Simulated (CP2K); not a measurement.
Two runs for the N K edge of 2-fluorocarbonylpyridine. Run A: CP2K XAS_TDP, all-electron GAPW, PBEh(45%), aug-cc-pVDZ, TDA, no relativity. Run B differs in one setting.

First lines with a strength over 0.0015. A:

```tsv
atom	energy (eV)	states	strength, one atom
N9 (bonded to 2 C)	394.49	1	0.0512
	402.04	1	0.0039
	402.11	1	0.0025
	402.48	1	0.0044
	402.50	1	0.0058
```

B:

```tsv
atom	energy (eV)	states	strength, one atom
N9 (bonded to 2 C)	399.26	1	0.0506
	406.81	1	0.0038
	406.88	1	0.0024
	407.25	1	0.0043
	407.27	1	0.0057
```

Which was it: the basis, scalar relativity switched on, the functional, GW2X switched on?

GW2X switched on. GW2X shifts an atom's lines together and keeps their spacings. Against PBEh(45%) in aug-cc-pVDZ, the leading line moves by +4.77 eV, to 399.26 eV.

[Banner, clock and machine lines of the logs are left out without a mark of their own.]

[Logs are printed without paths, hosts, clocks, repeated set-up lines and the standing remarks that a program may print on its own settings, such as how far it seeks lower states.]

[Hosts, paths, dates, database ids (printed as entryN), source tags and the programs' standing remarks are cut or masked in the printed files.]
